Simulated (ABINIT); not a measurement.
# Beyond one shot: PbF2 (Fluorocronite)

How far does self-consistency move the gap of PbF2 (Fluorocronite)?

Main program and level: ABINIT 10.8.3; LDA and many-body steps on it, plane waves.

Report form: the programs' logs are mostly left out.

The database entry behind the starting cell differs from later determinations by our own check (0.1 to 0.3 % short, probably kX units), so it need not match the best structure at ambient conditions.

### 1. Set-up

The structure is cubic, space group Fm-3m (No. 225). Conventional cell: a = 5.927 Å, b = 5.927 Å, c = 5.927 Å, α = 90.00°, β = 90.00°, γ = 90.00°. Nearest to Pb lie 8 F at 2.57 Å. Nearest to F lie 4 Pb at 2.57 Å. Farther neighbours and most contacts between anions are not listed.

The cell and positions come from the Crystallography Open Database and are kept as given unless a step says otherwise. This is not the form that PbF2 usually takes at ambient conditions. Spin-orbit coupling is left out unless a step names it.

### 2. Empty states on the mesh, 4×4×4 mesh, 89 bands

This step: ABINIT 10.8.3; DFT, LDA, plane waves, norm-conserving pseudopotentials.

The sums over transitions need many empty states on a uniform mesh; this step solves for them.

Input file run.abi:

```
acell 3*1.0 Angstrom
rprim 
  -0.000000000000 2.963660000000 2.963660000000
  2.963660000000 0.000000000000 2.963660000000
  2.963660000000 2.963660000000 -0.000000000000
ntypat 2
znucl 82 9
natom 3
typat 1 2 2
xred 
  0.000000000000 0.000000000000 0.000000000000
  0.250000000000 0.250000000000 0.250000000000
  0.750000000000 0.750000000000 0.750000000000
pp_dirpath "pseudos"
pseudos "Pb.upf, F.upf"
ecut 36
ngkpt 4 4 4
nshiftk 1
shiftk 0 0 0
kptopt 1
chksymbreak 0
iscf -2
irdden 1
istwfk *1
nband 89
nbdbuf 8
tolwfr 1e-09
nstep 60
prtvol 0
indata_prefix "in"
outdata_prefix "out"
tmpdata_prefix "tmp"
```

Run with:

```
OMP_NUM_THREADS=1 mpirun -n 4 abinit run.abi > log
```

Elapsed: 20 s, on 4 MPI ranks of Arm Neoverse V1, shared host; peak memory 0.35 GiB.

Numbers from this step:

```
gap                                                           : 4.278 eV
k of the valence top                                          : -0.25, 0.5, 0.25
k of the conduction bottom                                    : 0.5, 0.5, 0
least direct gap                                              : 4.434 eV
k points computed                                             : 8
lowest point of the top converged band, above the valence top : 57.7306 eV
```

On this mesh the gap is 4.278 eV.

The density comes from a self-consistent run that is not shown.

### 3. Screening, 4×4×4 mesh, 81 bands, screening to 130.6 eV

The RPA dielectric matrix is built and inverted for each q.

This step: RPA screening on LDA, plane waves, norm-conserving pseudopotentials.

Changes to run.abi since step 2:

```diff
@@ -21,10 +21,11 @@
 chksymbreak 0
-iscf -2
-irdden 1
 istwfk *1
-nband 89
-nbdbuf 8
-tolwfr 1e-09
-nstep 60
-prtvol 0
+occopt 1
+irdwfk 1
+optdriver 3
+nband 81
+ecuteps 4.8
+inclvkb 2
+awtr 1
+symchi 1
 indata_prefix "in"
```

Run time: 28 s. Hardware: 4 MPI ranks; peak memory 0.91 GiB; 1.9 min of CPU time.

Numbers from this step:

| Property | Result |
| --- | --- |
| ε∞ with local fields, on this mesh, along the program's q direction | 3.281 |
| the same without local fields | 3.837 |
| plasma frequency | 30.88 eV |
| plane waves in the screening matrix | 169 |

Local fields lower ε∞ by 14 %. On a Γ-centred mesh this coarse the value itself is usually too large, while a short band sum pulls it down.

### 4. G0W0

The self-energy is evaluated for the states that the input lists, and the levels follow from it, in one-shot runs by the linearised quasiparticle equation.

This step: G0W0 on LDA, plane waves, norm-conserving pseudopotentials.

Changes to run.abi since step 3:

```diff
@@ -24,8 +24,19 @@
 irdwfk 1
-optdriver 3
+optdriver 4
 nband 81
+gwcalctyp 0
+ecutsigx 36
+symsigma 1
+nkptgw 3
+kptgw 
+  -0.2500000000 0.5000000000 0.2500000000
+  0.5000000000 0.5000000000 0.0000000000
+  0.0000000000 0.0000000000 0.0000000000
+bdgw 
+  17 20
+  16 21
+  16 21
 ecuteps 4.8
-inclvkb 2
-awtr 1
-symchi 1
+irdscr 1
+ppmodel 1
 indata_prefix "in"
```

It took 10 s on 4 MPI ranks; peak memory 0.92 GiB; 41 s of CPU time.

Numbers from this step:

| Property | Result |
| --- | --- |
| G0W0 gap on the points computed | 6.497 eV |
| starting gap on the mesh | 4.278 eV |
| k of the valence top | -0.25, 0.5, 0.25 |
| k of the conduction bottom | 0.5, 0.5, 0 |
| Z at the valence top | 0.802 |
| Z at the conduction bottom | 0.862 |
| least direct G0W0 gap on the computed points | 6.678 eV |

The gap on the mesh goes from 4.28 eV to 6.50 eV, a correction of +2.22 eV.

### 5. evGW0, cycle 1

This step: evGW0 on LDA, plane waves, norm-conserving pseudopotentials.

Changes to run.abi since step 4:

```diff
@@ -26,14 +26,24 @@
 nband 81
-gwcalctyp 0
+gwcalctyp 10
 ecutsigx 36
 symsigma 1
-nkptgw 3
+nkptgw 8
 kptgw 
+  0.0000000000 0.0000000000 0.0000000000
+  0.2500000000 0.0000000000 0.0000000000
+  0.5000000000 0.0000000000 0.0000000000
+  0.2500000000 0.2500000000 0.0000000000
+  0.5000000000 0.2500000000 0.0000000000
+  -0.2500000000 0.2500000000 0.0000000000
+  0.5000000000 0.5000000000 0.0000000000
   -0.2500000000 0.5000000000 0.2500000000
-  0.5000000000 0.5000000000 0.0000000000
-  0.0000000000 0.0000000000 0.0000000000
 bdgw 
-  17 20
-  16 21
-  16 21
+  12 22
+  12 22
+  12 22
+  12 22
+  12 22
+  12 22
+  12 22
+  12 22
 ecuteps 4.8
```

It took 70 s on 4 MPI ranks; peak memory 1.3 GiB; 4.6 min of CPU time.

Numbers from this step:

```
quasiparticle gap on the mesh                         : 6.924 eV
gap of the density functional on the mesh             : 4.278 eV
k of the valence top                                  : -0.25, 0.5, 0.25
k of the conduction bottom                            : 0.5, 0.5, 0
Z at the valence top                                  : 0.802
Z at the conduction bottom                            : 0.862
least direct quasiparticle gap on the computed points : 7.107 eV
```

Against G0W0 in ABINIT (4×4×4 mesh, 81 bands, screening to 130.6 eV, Godby-Needs plasmon pole), the gap moves by +0.427 eV. This first cycle still uses the starting levels; it takes the full correction, at all points of the mesh, and its linearised value is 6.497 eV.

### 6. evGW0, cycle 2

The corrected levels of the last cycle go back in.

Changes to run.abi since step 5:

```diff
@@ -51,2 +51,3 @@
 ppmodel 1
+irdqps 1
 indata_prefix "in"
```

The job ended after 70 s (4 MPI ranks; peak memory 1.3 GiB; 4.6 min of CPU time).

Numbers from this step:

* quasiparticle gap on the mesh: 6.788 eV
* gap of the density functional on the mesh: 4.278 eV
* k of the valence top: -0.25, 0.5, 0.25
* k of the conduction bottom: 0.5, 0.5, 0
* least direct quasiparticle gap on the computed points: 6.964 eV

Against the cycle before, the gap moves by −0.136 eV.

### 7. evGW0, cycle 3

run.abi is that of step 6.

It took 69 s on 4 MPI ranks; peak memory 1.3 GiB; 4.6 min of CPU time.

Numbers from this step:

```yaml
quasiparticle_gap_on_the_mesh: 6.792 eV
gap_of_the_density_functional_on_the_mesh: 4.278 eV
k_of_the_valence_top: -0.25, 0.5, 0.25
k_of_the_conduction_bottom: 0.5, 0.5, 0
least_direct_quasiparticle_gap_on_the_computed_points: 6.970 eV
```

Against the cycle before, the gap moves by +0.004 eV.

### 8. Screening, 4×4×4 mesh, 81 bands, screening to 130.6 eV

This step: RPA screening on LDA, plane waves, norm-conserving pseudopotentials.

Input file run.abi:

```
acell 3*1.0 Angstrom
rprim 
  -0.000000000000 2.963660000000 2.963660000000
  2.963660000000 0.000000000000 2.963660000000
  2.963660000000 2.963660000000 -0.000000000000
ntypat 2
znucl 82 9
natom 3
typat 1 2 2
xred 
  0.000000000000 0.000000000000 0.000000000000
  0.250000000000 0.250000000000 0.250000000000
  0.750000000000 0.750000000000 0.750000000000
pp_dirpath "pseudos"
pseudos "Pb.upf, F.upf"
ecut 36
ngkpt 4 4 4
nshiftk 1
shiftk 0 0 0
kptopt 1
chksymbreak 0
istwfk *1
occopt 1
irdwfk 1
optdriver 3
nband 81
ecuteps 4.8
inclvkb 2
awtr 1
symchi 1
gwcalctyp 10
mbpt_sciss 2.700 eV
nqptdm 1
qptdm 
  0 0 0
indata_prefix "in"
outdata_prefix "out"
tmpdata_prefix "tmp"
```

Wall time 6.7 s (4 MPI ranks); peak memory 0.86 GiB.

Numbers from this step:

```yaml
eps_infinity_with_local_fields_on_this_mesh_along_the_program_s_q_direction: 2.770
the_same_without_local_fields: 3.161
plasma_frequency: 30.88 eV
plane_waves_in_the_screening_matrix: 169
```

This screening uses the functional's bands under a rigid shift, the mean opening of the cycle before.

### 9. Screening, 4×4×4 mesh, 81 bands, screening to 130.6 eV

This step: RPA screening on LDA from quasiparticle energies, plane waves, norm-conserving pseudopotentials.

Changes to run.abi since step 8:

```diff
@@ -30,7 +30,13 @@
 symchi 1
+irdqps 1
 gwcalctyp 10
-mbpt_sciss 2.700 eV
-nqptdm 1
+nqptdm 7
 qptdm 
-  0 0 0
+  0.2500000000 0.0000000000 0.0000000000
+  0.5000000000 0.0000000000 0.0000000000
+  0.2500000000 0.2500000000 0.0000000000
+  0.5000000000 0.2500000000 0.0000000000
+  -0.2500000000 0.2500000000 0.0000000000
+  0.5000000000 0.5000000000 0.0000000000
+  -0.2500000000 0.5000000000 0.2500000000
 indata_prefix "in"
```

Input file mrgscr.stdin:

```
2
merged
q0_SCR
out_SCR
1
```

Run with:

```
OMP_NUM_THREADS=1 mpirun -n 4 abinit run.abi > log; mrgscr < mrgscr.stdin
```

Wall time 23 s (4 MPI ranks); peak memory 0.86 GiB; 92 s of CPU time.

Numbers from this step:

- plasma frequency: 30.88 eV
- plane waves in the screening matrix: 169

This screening reads the quasiparticle levels of the cycle before.

### 10. evGW, cycle 1

This step: evGW on LDA, plane waves, norm-conserving pseudopotentials.

Changes to run.abi since step 9:

```diff
@@ -24,12 +24,10 @@
 irdwfk 1
-optdriver 3
+optdriver 4
 nband 81
-ecuteps 4.8
-inclvkb 2
-awtr 1
-symchi 1
-irdqps 1
 gwcalctyp 10
-nqptdm 7
-qptdm 
+ecutsigx 36
+symsigma 1
+nkptgw 8
+kptgw 
+  0.0000000000 0.0000000000 0.0000000000
   0.2500000000 0.0000000000 0.0000000000
@@ -41,2 +39,15 @@
   -0.2500000000 0.5000000000 0.2500000000
+bdgw 
+  12 22
+  12 22
+  12 22
+  12 22
+  12 22
+  12 22
+  12 22
+  12 22
+ecuteps 4.8
+irdscr 1
+ppmodel 1
+irdqps 1
 indata_prefix "in"
```

Run with:

```
OMP_NUM_THREADS=1 mpirun -n 4 abinit run.abi > log
```

Run time: 69 s. Hardware: 4 MPI ranks; peak memory 1.3 GiB; 4.6 min of CPU time.

Numbers from this step:

| Quantity | Value |
| --- | --- |
| quasiparticle gap on the mesh | 7.337 eV |
| gap of the density functional on the mesh | 4.278 eV |
| k of the valence top | -0.25, 0.5, 0.25 |
| k of the conduction bottom | 0.5, 0.5, 0 |
| least direct quasiparticle gap on the computed points | 7.508 eV |

Against G0W0 in ABINIT (4×4×4 mesh, 81 bands, screening to 130.6 eV, Godby-Needs plasmon pole), the gap moves by +0.840 eV.

### 11. Screening, 4×4×4 mesh, 81 bands, screening to 130.6 eV

This step: RPA screening on LDA, plane waves, norm-conserving pseudopotentials.

Input file run.abi:

```
acell 3*1.0 Angstrom
rprim 
  -0.000000000000 2.963660000000 2.963660000000
  2.963660000000 0.000000000000 2.963660000000
  2.963660000000 2.963660000000 -0.000000000000
ntypat 2
znucl 82 9
natom 3
typat 1 2 2
xred 
  0.000000000000 0.000000000000 0.000000000000
  0.250000000000 0.250000000000 0.250000000000
  0.750000000000 0.750000000000 0.750000000000
pp_dirpath "pseudos"
pseudos "Pb.upf, F.upf"
ecut 36
ngkpt 4 4 4
nshiftk 1
shiftk 0 0 0
kptopt 1
chksymbreak 0
istwfk *1
occopt 1
irdwfk 1
optdriver 3
nband 81
ecuteps 4.8
inclvkb 2
awtr 1
symchi 1
gwcalctyp 10
mbpt_sciss 3.299 eV
nqptdm 1
qptdm 
  0 0 0
indata_prefix "in"
outdata_prefix "out"
tmpdata_prefix "tmp"
```

Elapsed: 6.7 s, on 4 MPI ranks; peak memory 0.86 GiB; 27 s of CPU time.

Numbers from this step:

```yaml
eps_infinity_with_local_fields_on_this_mesh_along_the_program_s_q_direction: 2.691
the_same_without_local_fields: 3.058
plasma_frequency: 30.88 eV
plane_waves_in_the_screening_matrix: 169
```

This screening uses the functional's bands under a rigid shift, the mean opening of the cycle before.

### 12. Screening, 4×4×4 mesh, 81 bands, screening to 130.6 eV

This step: RPA screening on LDA from quasiparticle energies, plane waves, norm-conserving pseudopotentials.

Changes to run.abi since step 11:

```diff
@@ -30,7 +30,13 @@
 symchi 1
+irdqps 1
 gwcalctyp 10
-mbpt_sciss 3.299 eV
-nqptdm 1
+nqptdm 7
 qptdm 
-  0 0 0
+  0.2500000000 0.0000000000 0.0000000000
+  0.5000000000 0.0000000000 0.0000000000
+  0.2500000000 0.2500000000 0.0000000000
+  0.5000000000 0.2500000000 0.0000000000
+  -0.2500000000 0.2500000000 0.0000000000
+  0.5000000000 0.5000000000 0.0000000000
+  -0.2500000000 0.5000000000 0.2500000000
 indata_prefix "in"
```

mrgscr.stdin is that of step 9.

Run with:

```
OMP_NUM_THREADS=1 mpirun -n 4 abinit run.abi > log; mrgscr < mrgscr.stdin
```

Wall time 23 s (4 MPI ranks); peak memory 0.86 GiB; 93 s of CPU time.

Numbers from this step:

```yaml
plasma_frequency: 30.88 eV
plane_waves_in_the_screening_matrix: 169
```

This screening reads the quasiparticle levels of the cycle before.

### 13. evGW, cycle 2

This step: evGW on LDA, plane waves, norm-conserving pseudopotentials.

Changes to run.abi since step 12:

```diff
@@ -24,12 +24,10 @@
 irdwfk 1
-optdriver 3
+optdriver 4
 nband 81
-ecuteps 4.8
-inclvkb 2
-awtr 1
-symchi 1
-irdqps 1
 gwcalctyp 10
-nqptdm 7
-qptdm 
+ecutsigx 36
+symsigma 1
+nkptgw 8
+kptgw 
+  0.0000000000 0.0000000000 0.0000000000
   0.2500000000 0.0000000000 0.0000000000
@@ -41,2 +39,15 @@
   -0.2500000000 0.5000000000 0.2500000000
+bdgw 
+  12 22
+  12 22
+  12 22
+  12 22
+  12 22
+  12 22
+  12 22
+  12 22
+ecuteps 4.8
+irdscr 1
+ppmodel 1
+irdqps 1
 indata_prefix "in"
```

Run with:

```
OMP_NUM_THREADS=1 mpirun -n 4 abinit run.abi > log
```

Wall time 70 s (4 MPI ranks); peak memory 1.3 GiB.

This step gave:

* quasiparticle gap on the mesh: 7.428 eV
* gap of the density functional on the mesh: 4.278 eV
* k of the valence top: -0.25, 0.5, 0.25
* k of the conduction bottom: 0.5, 0.5, 0
* least direct quasiparticle gap on the computed points: 7.598 eV

Against the cycle before, the gap moves by +0.091 eV.

### 14. Screening, 4×4×4 mesh, 81 bands, screening to 130.6 eV

This step: RPA screening on LDA, plane waves, norm-conserving pseudopotentials.

Input file run.abi:

```
acell 3*1.0 Angstrom
rprim 
  -0.000000000000 2.963660000000 2.963660000000
  2.963660000000 0.000000000000 2.963660000000
  2.963660000000 2.963660000000 -0.000000000000
ntypat 2
znucl 82 9
natom 3
typat 1 2 2
xred 
  0.000000000000 0.000000000000 0.000000000000
  0.250000000000 0.250000000000 0.250000000000
  0.750000000000 0.750000000000 0.750000000000
pp_dirpath "pseudos"
pseudos "Pb.upf, F.upf"
ecut 36
ngkpt 4 4 4
nshiftk 1
shiftk 0 0 0
kptopt 1
chksymbreak 0
istwfk *1
occopt 1
irdwfk 1
optdriver 3
nband 81
ecuteps 4.8
inclvkb 2
awtr 1
symchi 1
gwcalctyp 10
mbpt_sciss 3.391 eV
nqptdm 1
qptdm 
  0 0 0
indata_prefix "in"
outdata_prefix "out"
tmpdata_prefix "tmp"
```

Elapsed: 6.8 s, on 4 MPI ranks; peak memory 0.86 GiB; 27 s of CPU time.

Numbers from this step:

* ε∞ with local fields, on this mesh, along the program's q direction: 2.679
* the same without local fields: 3.043
* plasma frequency: 30.88 eV
* plane waves in the screening matrix: 169

This screening uses the functional's bands under a rigid shift, the mean opening of the cycle before.

### 15. Screening, 4×4×4 mesh, 81 bands, screening to 130.6 eV

This step: RPA screening on LDA from quasiparticle energies, plane waves, norm-conserving pseudopotentials.

Changes to run.abi since step 14:

```diff
@@ -30,7 +30,13 @@
 symchi 1
+irdqps 1
 gwcalctyp 10
-mbpt_sciss 3.391 eV
-nqptdm 1
+nqptdm 7
 qptdm 
-  0 0 0
+  0.2500000000 0.0000000000 0.0000000000
+  0.5000000000 0.0000000000 0.0000000000
+  0.2500000000 0.2500000000 0.0000000000
+  0.5000000000 0.2500000000 0.0000000000
+  -0.2500000000 0.2500000000 0.0000000000
+  0.5000000000 0.5000000000 0.0000000000
+  -0.2500000000 0.5000000000 0.2500000000
 indata_prefix "in"
```

mrgscr.stdin is that of step 12.

Run with:

```
OMP_NUM_THREADS=1 mpirun -n 4 abinit run.abi > log; mrgscr < mrgscr.stdin
```

Wall time 23 s (4 MPI ranks); peak memory 0.86 GiB.

This step gave:

```
plasma frequency                    : 30.88 eV
plane waves in the screening matrix : 169
```

This screening reads the quasiparticle levels of the cycle before.

[end of part 1 of 2]

[Paths, hosts, dates, memory and timing lines, banners, echoed tables and standing remarks are left out of the program output.]

[Logs are printed without paths, hosts, clocks, repeated set-up lines and the standing remarks that a program may print on its own settings, such as how far it seeks lower states.]

[Runs of the session that timed out or met a known fault of the program may be left out.]

[Hosts, paths, dates, database ids (printed as entryN), source tags and the programs' standing remarks are cut or masked in the printed files.]

[G0W0 gaps are taken among the corrected bands and points alone; a level outside them can change the order at an edge.]

[Where Ansatz stands beside ABINIT at settings called matched, ABINIT's density can come from a denser mesh and the files from another edition; pairs whose starting gaps differed by over 0.03 eV were left out, so agreement reads better than it is.]
